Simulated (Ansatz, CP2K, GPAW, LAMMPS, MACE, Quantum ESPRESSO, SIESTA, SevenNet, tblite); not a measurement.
## Amorphous Si0.9Ge0.1 (94 atoms) in GPAW

Aim: run amorphous Si0.9Ge0.1 (94 atoms) in GPAW and see how near its forces come to a plane-wave reference, and at what cost.

Method: the method is named at each step, in GPAW 26.7.0.

### 1. The starting structure

The cell holds 94 atoms: 85 Si and 9 Ge. Its edges and angles: a = 12.402 Å, b = 12.402 Å, c = 12.402 Å, α = 90.0°, β = 90.0°, γ = 90.0°. 94 atoms (85 Si, 9 Ge) placed at random at 2.65 g/cm³, melted at 3500 K for 10 ps at fixed volume with the Tersoff potential (Tersoff, Phys. Rev. B 39, 5566 (1989)). Quenched from 3500 K to 700 K at 3 K/ps and fixed volume, held 5 ps.

The yardstick, on the same geometry:

```
method                 : Kohn-Sham DFT, PBE, SSSP efficiency 1.3.0 pseudopotentials, plane waves (Quantum ESPRESSO 7.5); sssp-pbe-1.3.0-efficiency, cutoffs 45/360 Ry, Γ point
r.m.s. force component : 0.7531 eV/Å
longest force          : 2.572 eV/Å
pressure               : 1.742 GPa
time                   : 4 min on 4 MPI ranks of Arm Neoverse V2, shared host
CPU time               : 16 min
```

### 2. PBE, LCAO dzp, h 0.2 Å

Method: Kohn-Sham DFT, PBE, PAW, atomic orbitals (dzp).

The input, run.py:

```python
import numpy as np
from ase.io import read
from gpaw import GPAW, FermiDirac

atoms = read("structure.xyz")
atoms.calc = GPAW(
    mode="lcao",
    basis="dzp",
    h=0.2,
    xc="PBE",
    kpts={"size": (1, 1, 1), "gamma": True},
    occupations=FermiDirac(0.05),
    maxiter=200,
    symmetry={"point_group": False},
    txt="gpaw.txt",
)
energy = atoms.get_potential_energy(force_consistent=True)
forces = atoms.get_forces()
print(f"energy {energy:.6f} eV")
print("forces (eV/A)")
for i, (a, f) in enumerate(zip(atoms, forces)):
    print(f"{i:4d} {a.symbol:2s} {f[0]:10.5f} {f[1]:10.5f} {f[2]:10.5f}")
print(f"Fermi level {atoms.calc.get_fermi_level():.4f} eV")
for k in range(len(atoms.calc.get_ibz_k_points())):
    for s in range(atoms.calc.get_number_of_spins()):
        e = atoms.calc.get_eigenvalues(kpt=k, spin=s)
        n = np.searchsorted(e, atoms.calc.get_fermi_level())
        print(f"k {k} spin {s} levels about the Fermi level:", np.round(e[max(n - 6, 0):n], 4).tolist(), "|", np.round(e[n:n + 6], 4).tolist())
```

The input, structure.xyz:

```xyz
94
Lattice="12.40220 0.00000 0.00000 0.00000 12.40220 0.00000 0.00000 0.00000 12.40220" Properties=species:S:1:pos:R:3 pbc="T T T"
Si 4.42759 6.89203 2.36907
Si 12.19248 10.92175 10.40941
Si 7.27587 9.67967 10.81472
Si 0.09240 9.75061 4.98296
Si 3.77362 9.71551 4.45140
Si 2.89914 5.09408 12.01476
Si 1.51307 9.17118 1.68732
Si 9.82329 5.74135 6.88496
Si 2.86850 2.71187 6.62885
Si 2.54791 7.90938 3.51875
Si 0.45628 2.09758 2.36187
Si 3.23908 12.27136 11.03883
Si 0.86791 0.47240 11.34739
Si 11.04056 3.88164 11.50664
Si 2.70331 4.53796 8.42246
Si 5.10859 9.54721 9.59112
Si 11.81297 4.38182 4.74979
Si 6.92130 8.93901 7.32437
Si 0.48505 0.15155 1.14088
Si 4.96534 2.32157 8.12357
Si 0.69130 11.38472 6.54687
Si 8.27202 1.08383 11.48332
Si 5.94623 10.10866 4.39757
Si 7.09592 11.05731 2.45055
Si 8.43945 8.61928 8.99060
Si 0.89780 6.34497 12.16718
Si 11.28476 6.28209 10.84882
Si 7.79342 4.63941 9.75086
Si 2.43802 3.48142 10.41475
Si 10.09551 7.80495 12.03472
Si 6.25232 6.42062 3.80872
Si 9.19263 2.87012 10.30846
Si 8.50431 2.94602 4.55657
Si 11.68300 9.32869 2.67639
Si 2.07923 11.37579 2.14335
Si 1.04141 6.03454 7.59498
Si 6.91423 8.17392 5.13079
Si 8.03638 7.00352 0.60833
Si 3.15301 8.58195 6.58978
Si 5.60245 4.74657 5.23782
Si 1.32145 5.73800 3.92244
Si 1.20239 9.18110 9.74639
Si 5.39669 0.25474 1.69178
Si 4.69609 6.15273 11.02667
Si 8.60254 3.65629 6.73539
Si 9.67024 0.92434 4.55235
Si 8.76377 11.51333 10.51248
Si 8.65946 6.45076 2.91477
Si 2.17287 10.25315 7.87031
Si 3.96474 0.90139 5.41418
Si 6.34645 4.36185 7.64732
Si 1.26825 7.57340 5.67413
Si 6.72187 3.63769 1.19173
Si 9.79947 4.40055 3.36918
Si 6.13810 1.73569 12.20277
Si 5.00615 8.84264 1.15229
[... 34 atom lines left out ...]
Ge 4.32800 2.01809 10.40470
Ge 11.02977 3.44198 1.58823
Ge 10.35522 9.36614 5.87133
Ge 7.13040 9.25613 0.69589
```

Started as:

```
OMP_NUM_THREADS=1 python run.py > output.txt
```

Output:

```text
energy -461.752787 eV
forces (eV/A)
   0 Si   -0.22870   -0.86757    0.25090
   1 Si    0.02277    0.26288    0.32857
   2 Si   -0.35557    0.68464   -2.02177
   3 Si    0.35656   -1.24222   -0.62510
   4 Si   -2.25614    0.22619    1.18562
   5 Si   -0.12427   -0.44905   -0.07435
   6 Si   -0.96517   -0.06994    1.34940
   7 Si   -0.36864    0.01463   -0.20141
   8 Si    0.94173    0.64545    1.40393
   9 Si    0.64397    0.08021   -1.40462
  10 Si    0.34422    0.24493    0.92254
  11 Si   -0.27716    0.18659   -0.13562
  12 Si    0.34639   -0.23786   -1.61516
  13 Si   -0.41512    0.38024   -0.36489
  14 Si    0.39942    0.64828   -1.25695
  15 Si   -0.23464    0.51190    2.11873
  16 Si   -0.04217    0.09844   -0.37841
  17 Si    0.45484    0.44446   -1.02799
  18 Si   -0.69881    0.49819    0.21234
  19 Si    0.46309    0.69306   -0.52699
  20 Si    0.05322    1.28947    0.01425
  21 Si    0.00655    1.10983    0.63723
  22 Si    1.98158    0.94228   -0.76214
  23 Si   -0.88882   -0.21099   -0.36743
[...]
86 Ge   -0.30128    0.36523    0.08749
  87 Ge   -0.54415   -0.75965   -0.43284
  88 Ge    0.67460   -0.84293   -0.28058
  89 Ge   -1.05775    0.35307   -0.31554
  90 Ge    0.29480   -0.41558    0.86977
  91 Ge    0.99821    0.20284   -1.01028
  92 Ge   -0.52678   -0.29980   -0.27203
  93 Ge    2.05828    0.51581    0.88042
Fermi level 5.4512 eV
k 0 spin 0 levels about the Fermi level: [4.9231, 5.0692, 5.1779, 5.2964, 5.3813, 5.4098] | [5.4631, 5.5605, 5.6961, 5.8363, 5.9718, 6.1393]
```

gpaw.txt:

```text
Input parameters:
  mode=LCAO(),
  basis={'default': 'dzp'},
  h=0.2,
  kpts=MonkhorstPack(size=(1, 1, 1), gamma=True),
  maxiter=200,
  occupations=Occupations(name='fermi-dirac', width=0.05, fixmagmom=False),
  symmetry=Symmetry(point_group=False),
  xc=XC(name='PBE')
Unit cell  # Å
| periodic |         x |         y |         z |   lengths |    angles |
|----------|-----------|-----------|-----------|-----------|-----------|
|      yes | 12.402200 |  0.000000 |  0.000000 | 12.402200 | 90.000000 |
|      yes |  0.000000 | 12.402200 |  0.000000 | 12.402200 | 90.000000 |
|      yes |  0.000000 |  0.000000 | 12.402200 | 12.402200 | 90.000000 |
Number of symmetries: 1
Symmetry operations  # r_c * U_cc + t_c -> r_c
|   | kind |            matrix            |
|---|------|------------------------------|
| 0 |  E   |  1, 0, 0,  0, 1, 0,  0, 0, 1 |
BZ-sampling:
  Number of BZ points: 1
  Number of IBZ points: 1
  Monkhorst-Pack size: [1, 1, 1]
  Monkhorst-Pack shift: [0, 0, 0]
[... lines left out ...]
  Fermi-Dirac:
[... lines left out ...]
xc functional:
  name: PBE with 2 nearest neighbor stencil
interpolation: tri-quintic # 5. degree polynomial
Initialization done in: 10.826 s
convergence criteria:
- Maximum [total energy] change in last 3 cyles: 0.0005 eV / valence electron
- Maximum integral of absolute [dens]ity change: 0.0001 electrons / valence electron
- Maximum integral of absolute [eigenst]ate change: 4e-08 eV^2 / valence electron
maximum number of iterations: 200
SCF iterations
|iter     |      energy | eigst |  dens |
|---------|-------------|-------|-------|
|iter:   1| -463.139125 |      c|       |
|iter:   2| -462.622181 |      c| -0.92 |
|iter:   3| -483.351862 |      c| -0.95 |
|iter:   4| -493.870285 |      c| -1.05 |
|iter:   5| -464.388411 |      c| -0.94 |
|iter:   6| -462.251602 |      c| -1.48 |
|iter:   7| -461.858612 |      c| -1.70 |
|iter:   8| -461.723463 |      c| -1.93 |
|iter:   9| -461.740722c|      c| -2.15 |
|iter:  10| -461.655791c|      c| -2.18 |
|iter:  11| -461.657209c|      c| -2.45 |
[...]
|iter:  15| -461.633714c|      c| -3.48 |
|iter:  16| -461.633748c|      c| -3.68 |
|iter:  17| -461.633645c|      c| -4.01c|
Converged in 17 steps
SCF loop duration: 310.443 s (18.261 s/step)
Energy contributions relative to reference atoms: (reference = -1184218.001942)
Energy contributions:
  Kinetic:         703.488982
  Coulomb:        -601.111468
  Zero:             -1.141084
  External:          0.000000
  Xc:             -562.750934
  Entropy:          -0.238283
  Spinorbit:         0.000000
  ----------------------------
  Free energy:    -461.752787
  Extrapolated:   -461.633645
dipole moment: (-18.016184, -35.318086, 96.382497)  # |e|*Ang
Fermi level: 5.451
Eigenvalues  # (at kpt = [0.000, 0.000, 0.000])
| band index |      eig [eV] | occ [0-2] |
|------------|---------------|-----------|
|          0 |        -7.006 |     2.000 |
|        ... |               |           |
|        180 |         4.765 |     2.000 |
|        181 |         4.804 |     2.000 |
[...]
|        195 |         6.310 |     0.000 |
|        ... |               |           |
|        229 |         7.875 |     0.000 |
Gap: 0.053 eV
Transition (v -> c):
  (s=0, k=0, n=187, [0.00, 0.00, 0.00]) -> (s=0, k=0, n=188, [0.00, 0.00, 0.00])
No difference between direct/indirect transitions
Force computation time: 43.283  # s
timing:  # [seconds]
  Total:  364.588  # ━━━━━━━━━━━━━━━━━━━━━━━━━━━━━━━━━━━━━━━━━━━━━━━━━━━━━━━━
  Init:    10.825  # ━╸
  SCF:    310.443  # ━━━━━━━━━━━━━━━━━━━━━━━━━━━━━━━━━━━━━━━━━━━━━━━╸
  Forces:  43.283  # ━━━━━━╸
```

Wall time 6.1 min (1 thread of Arm Neoverse V2, shared host); peak memory 2.2 GiB.

Banners, paths, timers and routine set-up lines are dropped from the logs unmarked, and long logs keep their key lines alone; longer cuts are marked.

Compared with the plane-wave run:

```yaml
r_m_s_force_component: 0.792 eV/Å
r_m_s_difference_of_force_components: 54 meV/Å
longest_difference_of_force_vectors: 284.4 meV/Å
force_difference_over_r_m_s_force: 7.17 %
slope_of_forces_against_the_reference_s: 1.05
correlation_of_force_components: 0.9988
```

Length of the force difference by element (eV/Å):

```tsv
element	atoms	mean	most
Ge	9	0.12	0.28
Si	85	0.079	0.25
```

A closer look about Si79, which bears the longest force: 11 atoms, nearest first, numbered in the order of the input, with positions taken from that point.

```tsv
atom	x	y	z	distance (Å)	bonds	Fx	Fy	Fz (eV/Å)
Si79	0.00	0.00	0.00	0.00	4	-1.51	-2.22	0.20
Si18	1.94	0.87	-0.59	2.21	4	0.45	0.44	-1.03
Si16	0.13	1.48	1.68	2.24	4	-0.23	0.51	2.12
Si39	-1.83	0.52	-1.32	2.31	4	0.79	1.01	-0.85
Si71	-0.20	-2.30	0.77	2.43	4	-0.09	0.62	-0.16
Si37	1.94	0.11	-2.78	3.39	4	0.87	-0.27	0.07
Si49	-2.81	2.19	-0.04	3.56	4	0.99	-0.39	0.49
Si44	-0.28	-1.91	3.11	3.67	4	0.49	-0.15	-0.24
Si25	3.46	0.55	1.08	3.67	4	0.37	-1.04	1.37
Si76	-0.83	0.31	3.57	3.68	4	-0.80	0.14	-0.71
Si85	-1.07	3.40	0.97	3.69	4	0.18	-0.17	0.10
```

Atoms are counted from 1 here, from 0 in the log.

Forces lie 7.2 % from the reference's, at 0.39 times its CPU time (on 1 against 4 cores).

### 3. PBE, LCAO dzp, h 0.2 Å, other mixer settings

Method: Kohn-Sham DFT, PBE, PAW, atomic orbitals (dzp).

Edit run.py of step 2 so:

```diff
@@ -2,3 +2,4 @@
 from ase.io import read
-from gpaw import GPAW, FermiDirac
+from gpaw import GPAW, FermiDirac, Mixer
+from ase.parallel import parprint as print
 
@@ -12,2 +13,3 @@
     occupations=FermiDirac(0.05),
+    mixer=Mixer(0.03, 7, 100),
     maxiter=200,
```

structure.xyz is that of step 2.

Started as:

```
OMP_NUM_THREADS=1 mpirun -np 2 gpaw python run.py > output.txt
```

Output:

```text
energy -461.752780 eV
forces (eV/A)
   0 Si   -0.22709   -0.86618    0.25136
   1 Si    0.02440    0.26272    0.33038
   2 Si   -0.35601    0.68449   -2.02267
   3 Si    0.35536   -1.24116   -0.62659
   4 Si   -2.25446    0.22651    1.18341
   5 Si   -0.12362   -0.44733   -0.07546
   6 Si   -0.96245   -0.06944    1.34786
   7 Si   -0.37171    0.01578   -0.20201
   8 Si    0.94179    0.64424    1.40343
   9 Si    0.64658    0.08008   -1.40703
  10 Si    0.34457    0.24471    0.92221
  11 Si   -0.27651    0.18453   -0.13597
  12 Si    0.34778   -0.23939   -1.61394
  13 Si   -0.41375    0.37864   -0.36335
  14 Si    0.40156    0.64970   -1.25731
  15 Si   -0.23492    0.51131    2.11927
  16 Si   -0.04276    0.09727   -0.37847
  17 Si    0.45198    0.44359   -1.02548
  18 Si   -0.69684    0.49846    0.21175
  19 Si    0.46203    0.69235   -0.52819
  20 Si    0.05543    1.28988    0.01398
  21 Si    0.00554    1.11019    0.63620
  22 Si    1.98117    0.94297   -0.76462
  23 Si   -0.89036   -0.21149   -0.36512
[...]
86 Ge   -0.30049    0.36317    0.08787
  87 Ge   -0.54412   -0.76437   -0.43063
  88 Ge    0.67009   -0.84083   -0.27997
  89 Ge   -1.06339    0.35369   -0.31702
  90 Ge    0.29484   -0.41636    0.87136
  91 Ge    0.99530    0.20409   -1.01265
  92 Ge   -0.52981   -0.30106   -0.27352
  93 Ge    2.05805    0.51444    0.88141
Fermi level 5.4514 eV
k 0 spin 0 levels about the Fermi level: [4.9234, 5.0693, 5.178, 5.2965, 5.3813, 5.4098] | [5.4634, 5.5607, 5.6962, 5.8363, 5.9719, 6.1394]
```

gpaw.txt:

```text
Input parameters:
  mode=LCAO(),
  basis={'default': 'dzp'},
  h=0.2,
  kpts=MonkhorstPack(size=(1, 1, 1), gamma=True),
  maxiter=200,
  mixer=Pulay(name='pulay', nmaxold=7, beta=0.03, weight=100, sigma=0.015, g_ss=None),
  occupations=Occupations(name='fermi-dirac', width=0.05, fixmagmom=False),
  symmetry=Symmetry(point_group=False),
  xc=XC(name='PBE')
Unit cell  # Å
[... lines left out ...]
  Fermi-Dirac:
[... lines left out ...]
convergence criteria:
- Maximum [total energy] change in last 3 cyles: 0.0005 eV / valence electron
[... lines left out ...]
Converged in 26 steps
[... lines left out ...]
  Coulomb:        -601.378453
  Zero:             -1.100426
  External:          0.000000
  Xc:             -562.767328
  Entropy:          -0.238186
  Spinorbit:         0.000000
  ----------------------------
  Free energy:    -461.752780
  Extrapolated:   -461.633687
dipole moment: (-18.012999, -35.321835, 96.384252)  # |e|*Ang
Fermi level: 5.451
Eigenvalues  # (at kpt = [0.000, 0.000, 0.000])
| band index |      eig [eV] | occ [0-2] |
|------------|---------------|-----------|
|          0 |        -7.006 |     2.000 |
|        ... |               |           |
|        180 |         4.765 |     2.000 |
|        181 |         4.804 |     2.000 |
[...]
|        195 |         6.310 |     0.000 |
|        ... |               |           |
|        229 |         7.875 |     0.000 |
Gap: 0.054 eV
Transition (v -> c):
  (s=0, k=0, n=187, [0.00, 0.00, 0.00]) -> (s=0, k=0, n=188, [0.00, 0.00, 0.00])
No difference between direct/indirect transitions
Force computation time: 22.075  # s
```

Wall time 4.7 min (2 MPI ranks); peak memory 2.3 GiB; 9.4 min of CPU time.

Numbers from this run, and their distance from the reference:

```
r.m.s. force component                          : 0.7921 eV/Å
r.m.s. difference of force components           : 54.07 meV/Å
longest difference of force vectors             : 284.2 meV/Å
force difference over r.m.s. force              : 7.179 %
slope of forces against the reference's         : 1.05
correlation of force components                 : 0.9988
energy less the same-level run's                : 0.0001 meV/atom
r.m.s. force difference from the same-level run : 1.508 meV/Å
```

Against the first run (7.2 %), the force difference from the reference is 7.2 %, at 1.5 times the CPU time (on 2 against 1 cores) (26 SCF steps against 17): another solver or mixer reaches the same state.

### 4. PBE, LCAO szp(dzp), h 0.2 Å

Method: Kohn-Sham DFT, PBE, PAW, atomic orbitals (szp(dzp)).

Edit run.py of step 3 so:

```diff
@@ -2,4 +2,3 @@
 from ase.io import read
-from gpaw import GPAW, FermiDirac, Mixer
-from ase.parallel import parprint as print
+from gpaw import GPAW, FermiDirac
 
@@ -8,3 +7,3 @@
     mode="lcao",
-    basis="dzp",
+    basis="szp(dzp)",
     h=0.2,
@@ -13,3 +12,2 @@
     occupations=FermiDirac(0.05),
-    mixer=Mixer(0.03, 7, 100),
     maxiter=200,
```

structure.xyz is that of step 3.

Started as:

```
OMP_NUM_THREADS=1 python run.py > output.txt
```

Output:

```text
energy -445.249543 eV
forces (eV/A)
   0 Si   -0.34444   -0.98900    0.12399
   1 Si   -0.01002    0.29374    0.36255
   2 Si   -0.52524    0.66091   -2.09442
   3 Si    0.52373   -1.24816   -0.74186
   4 Si   -2.37308    0.27783    1.19388
   5 Si   -0.19394   -0.43292    0.04289
[...]
91 Ge    0.94539    0.14995   -1.07254
  92 Ge   -0.57219   -0.31671   -0.27998
  93 Ge    2.38354    0.63535    1.07415
Fermi level 5.2752 eV
k 0 spin 0 levels about the Fermi level: [4.7231, 4.8738, 4.9789, 5.1147, 5.2034, 5.2381] | [5.2867, 5.3819, 5.5204, 5.6827, 5.87, 6.0546]
```

gpaw.txt:

```text
Input parameters:
  mode=LCAO(),
  basis={'default': 'szp(dzp)'},
  h=0.2,
  kpts=MonkhorstPack(size=(1, 1, 1), gamma=True),
  maxiter=200,
  occupations=Occupations(name='fermi-dirac', width=0.05, fixmagmom=False),
[... lines left out ...]
  Fermi-Dirac:
[... lines left out ...]
convergence criteria:
- Maximum [total energy] change in last 3 cyles: 0.0005 eV / valence electron
[... lines left out ...]
Converged in 17 steps
[... lines left out ...]
  Free energy:    -445.249543
[... lines left out ...]
Fermi level: 5.275
[... lines left out ...]
|        ... |               |           |
|        229 |         7.898 |     0.000 |
Gap: 0.049 eV
Transition (v -> c):
  (s=0, k=0, n=187, [0.00, 0.00, 0.00]) -> (s=0, k=0, n=188, [0.00, 0.00, 0.00])
No difference between direct/indirect transitions
Force computation time: 30.502  # s
timing:  # [seconds]
  Total:  280.254  # ━━━━━━━━━━━━━━━━━━━━━━━━━━━━━━━━━━━━━━━━━━━━━━━━━━━━━━━━
  Init:    10.081  # ━━
  SCF:    239.642  # ━━━━━━━━━━━━━━━━━━━━━━━━━━━━━━━━━━━━━━━━━━━━━━━━
  Forces:  30.502  # ━━━━━━
```

The job ended after 4.7 min (1 thread; peak memory 2.1 GiB).

Numbers from this run, and their distance from the reference:

```yaml
r_m_s_force_component: 0.8468 eV/Å
r_m_s_difference_of_force_components: 148.7 meV/Å
longest_difference_of_force_vectors: 680.6 meV/Å
force_difference_over_r_m_s_force: 19.74 %
slope_of_forces_against_the_reference_s: 1.113
correlation_of_force_components: 0.9896
```

This is a coarse setting, run to see what it loses.

Against the first run (7.2 %), the force difference from the reference is 20 %, at 0.77 times the CPU time, with 846 basis functions against 1222: the smaller basis costs accuracy.

(Continued in part 2 of 2.)

[Also dropped from logs without a mark: logging warnings of Python, and SIESTA's first energy breakdown and zero terms.]

[Logs are printed without paths, hosts, clocks, repeated set-up lines and the standing remarks that a program may print on its own settings, such as how far it seeks lower states.]

[Hosts, paths, dates, database ids (printed as entryN), source tags and the programs' standing remarks are cut or masked in the printed files.]
